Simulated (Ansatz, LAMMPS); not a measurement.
# Compressing and expanding amorphous polyfuran with H2O (capped chains of 6 units) at 500 K (168 atoms): runs compared

How stiff is amorphous polyfuran with H2O (capped chains of 6 units) at 500 K (168 atoms)?

Computed with Ansatz 0.2.0: Kohn-Sham DFT, RPBE+D4, PAW (set soft_2), plane waves.

### 1. The cell

The cell holds 168 atoms: 78 C, 24 O and 66 H. Cell: a = 12.588 Å, b = 12.588 Å, c = 12.588 Å, α = 90.0°, β = 90.0°, γ = 90.0°. 3 polyfuran chains of 6 units with methyl end groups, 6 H2O placed at random, at 1.16 g/cm³; overlaps pushed apart, then 20 ps at 800 K with MMFF94 bonds, angles, torsions, charges and radii (Halgren, J. Comput. Chem. 17, 490 (1996)) in harmonic and 12-6 forms; SPC/E water (Berendsen, Grigera and Straatsma, J. Phys. Chem. 91, 6269 (1987)). Snapshot after 30 ps at 500 K and fixed volume.

Limits known from the start: The network of contacts between molecules at the start is that of the classical potential that made the cell, and needn't be the one that DFT or experiment would give. Only the Γ point is sampled.

### 2. The reference run

The reference is a single point at the end of the relaxation.

Every strained cell starts from the geometry of this run, and its atoms are relaxed with the cell held.

Its input, with most atom lines left out:

```yaml
crystal:
  lattice:
    - [12.20509, 0.14912, -0.04819]
    - [0.14912, 12.4678, 0.10768]
    - [-0.04819, 0.10768, 12.68814]
  atoms:
    - { symbol: C, position: [0.6552, 0.71698, 0.2463] }
    - { symbol: C, position: [0.6652, 0.79981, 0.32818] }
    - { symbol: C, position: [0.69845, 0.90415, 0.32484] }
    - { symbol: C, position: [0.6878, 0.94467, 0.42888] }
    - { symbol: C, position: [0.64762, 0.86225, 0.49014] }
    - { symbol: O, position: [0.634, 0.77269, 0.42942] }
    - { symbol: C, position: [0.61656, 0.86007, 0.59878] }
    [... atom lines 8 to 168 left out ...]
kpoints:
  mp_grid: { grid: [1, 1, 1] }
hamiltonian:
  xc: rpbe
  dispersion: d4
scf:
  occupations: { method: gaussian, width: 0.05 }
output:
  forces: true
  stress: true
  populations: true
  dos:
    method: { smearing: { sigma: 0.15 } }
    de: 0.1
    projected: { site_lists: { C: [C], H: [H], O: [O] } }
  eigenvalues: true
  write_density: true
  write_potential: true
  volumetric_format: npy
```

| Quantity | Value |
| --- | --- |
| free energy per atom | -204.7615 eV/atom |
| r.m.s. force component | 0.00737 eV/Å |
| pressure | -0.09635 GPa |

Filled and empty levels are parted by 1.38 eV (at Γ alone); a semilocal functional tends to put such gaps too low. It is the spacing of short capped chains, not of the long polymer. In a disordered cell it changes from sample to sample, and tail or defect levels can set it.

### 3. The runs

Each row is one run, on 4 threads of Intel Xeon Platinum 8259CL at 2.50GHz (Skylake/Cascade Lake), shared host. The free energy is the program's total, comparable only between runs with the same functional and atoms.

| run | atoms | outcome | relaxation steps | free energy (eV) | time | host memory (GiB) |
| --- | --- | --- | --- | --- | --- | --- |
| Single point at the start | 168 | converged | - | -34388.207 | 30 s | 2.6 |
| Cell and atoms relaxed | 168 | cut at the time limit | 42 | -34400.043 | 22 min | 2.8 |
| Single point at the relaxed geometry | 168 | converged | - | -34399.925 | 57 s | 2.7 |
| Volume -3 % | 168 | converged | 11 | -34399.933 | 6.5 min | 2.6 |
| Volume +3 % | 168 | converged | 8 | -34399.864 | 4.3 min | 2.7 |
| Volume -6 % | 168 | cut at the time limit | 9 | -34399.880 | 4.4 min | 2.5 |
| Volume +6 % | 168 | cut at the time limit | 10 | -34399.759 | 4.4 min | 2.8 |

In some runs the program notes that the dispersion model switches parameters near this geometry, the exchange-correlation potential is rough where the density is thin and the SCF threshold is loose for the stress.

### 4. Pressure against volume

Atoms are relaxed at each volume, in the scaled cell.

| volume change (%) | volume (Å³/atom) | energy change (meV/atom) | pressure (GPa) | largest move on relaxing (Å) | bonds | gap (eV) |
| --- | --- | --- | --- | --- | --- | --- |
| -3 | 11.145 | -0.05 | 0.06 | 0.14 | 177 | 1.37 |
| +0 | 11.490 | 0.00 | -0.10 | - | 177 | 1.38 |
| +3 | 11.835 | 0.36 | -0.23 | 0.14 | 177 | 1.40 |

### 5. Findings

The bulk modulus, from the slope of pressure against ln V over the three points nearest the relaxed volume, is 4.79 GPa. The gap changes by +0.5 eV per unit of ln V, on the run's k-points.

**Limits.** Strains are finite and relaxations stop at the force tolerance of the input, which can leave moduli too stiff; they are those of a static cell at zero temperature. Volumes are changed with the cell's shape held, so in an anisotropic solid the modulus lies over the one under free hydrostatic load. The first relaxation stopped at its limit, so the strained cells go on relaxing towards a minimum that it hadn't reached. The program notes that the SCF threshold of the relaxations is loose for the stress.

The DFT runs together took 43 min of wall time.

[Long decimals in the printed logs are rounded to 6 places.]

[Logs are printed without paths, hosts, clocks, repeated set-up lines and the standing remarks that a program may print on its own settings, such as how far it seeks lower states.]

[Hosts, paths, dates, database ids (printed as entryN), source tags and the programs' standing remarks are cut or masked in the printed files.]

[The MMFF94 radii named for the starting cell were scaled by 0.96; in molecules described by MMFF94, hydrogen bound to N, O or S took a small fixed 12-6 site in their place.]
